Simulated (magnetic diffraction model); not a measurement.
# Which magnetic order? CeAl2Rh2C

Space group I4/mmm (no. 139), a = 4.1340 Å, c = 11.1880 Å.

| site | atom | x | y | z |
| --- | --- | --- | --- | --- |
| 2a | Ce | 0 | 0 | 0 |
| 4d | Rh | 0 | 1/2 | 1/4 |
| 4e | Al | 1/2 | 1/2 | 0.1530 |
| 2b | C | 1/2 | 1/2 | 0 |

This is a made-up structure (elements placed in a structure type, unrelaxed), so the numbers test the method and describe no known phase.

Only Ce is taken to order (form factors of Ce3+); orders and moment sizes are assumed, and not adapted to the symmetry. Radiation: neutrons of λ = 2.41 Å, 8° to 90°; isotropic B of 0.11 Å² (Ce), 0.12 Å² (Rh), 0.14 Å² (Al) and 0.2 Å² (C). The intensities are simulated: I ∝ L Σ (|F_N|² + |F_M⊥|²) for unpolarised neutrons, with F_M = 2.695 fm/μB × Σ f(s) S exp(2πi Q·r) exp(−B s²) at Q = H ± k (one set where k and −k are equivalent), only the part normal to Q counting and L = 1/(sin²θ cos θ). For collinear order S is the moment m, which repeats by lattice and centring translations R with the sign exp(−2πi k·R). Form factors are spin-only for 3d ions and dipole or tabulated for f ions, scattering lengths are Sears's of 1992, and absorption is left out. A label names one of the reflections at its angle. The strongest nuclear line in the range is 100, and lines under 0.2 are left out.

Above the ordering temperature:

| 2θ (°) | index | I |
| --- | --- | --- |
| 24.88 | (0 0 2) | 1.7 |
| 36.21 | (1 0 1) | 15.9 |
| 48.69 | (1 1 0) | 6.2 |
| 51.04 | (0 0 4) | 21.3 |
| 51.59 | (1 0 3) | 6.2 |
| 55.44 | (1 1 2) | 100.0 |
| 71.32 | (2 0 0) | 71.9 |
| 73.21 | (1 1 4) | 4.7 |
| 75.52 | (1 0 5) | 0.9 |
| 76.85 | (2 0 2) | 1.0 |
| 80.52 | (0 0 6) | 1.1 |
| 82.69 | (2 1 1) | 8.7 |

Below it (cell unchanged):

```csv
2θ (°),I
12.37,1.2
24.88,1.7
33.89,2.4
36.21,15.9
42.50,2.0
48.69,6.2
50.44,1.9
51.04,21.3
51.59,6.2
55.44,100.0
62.69,0.5
63.17,0.9
71.32,71.9
72.72,0.9
73.21,4.7
75.52,0.9
76.85,1.0
80.52,1.1
81.35,0.8
82.69,8.7
83.60,0.6
85.40,0.3
86.70,1.2
```

**Question.** Find the propagation vector, then choose among these models:
A. collinear moments along [111], 1.2 μB on Ce
B. collinear moments along [101], 1.2 μB on Ce
C. collinear moments along [100], 1.2 μB on Ce

The new lines index as (0 0 1) at 12.37°, (1 0 0) at 33.89°, (1 0 2) at 42.50° and (1 1 1) at 50.44°, that is as H ± k with k = (0 1 0). The indices are whole but break the lattice centring, so the moments reverse under a centring translation, those with k·t a half-integer.

Magnetic intensity, observed (below minus above) and for each model:

| 2θ (°) | index | observed | A | B | C |
| --- | --- | --- | --- | --- | --- |
| 12.37 | (0 0 1) | 1.2 | 2.1 | 1.2 | 9.9 |
| 33.89 | (0 1 0) | 2.4 | 2.3 | 2.4 | 1.3 |
| 37.70 | (0 0 3) | <0.2 | 0.2 | <0.2 | 1.0 |
| 50.44 | (1 1 1) | 1.9 | 1.9 | 1.9 | 1.2 |
| 62.69 | (1 0 4) | 0.5 | 0.6 | 0.5 | 1.2 |
| 72.72 | (2 0 1) | 0.9 | 0.9 | 0.9 | 0.5 |
| 81.35 | (2 1 0) | 0.8 | 0.7 | 0.8 | 0.4 |
| 86.70 | (2 1 2) | 1.2 | 1.2 | 1.2 | 0.8 |

Model B matches.

The structure used: k = (0 1 0), collinear moments along [101], 1.2 μB on Ce.

[Logs are printed without paths, hosts, clocks, repeated set-up lines and the standing remarks that a program may print on its own settings, such as how far it seeks lower states.]
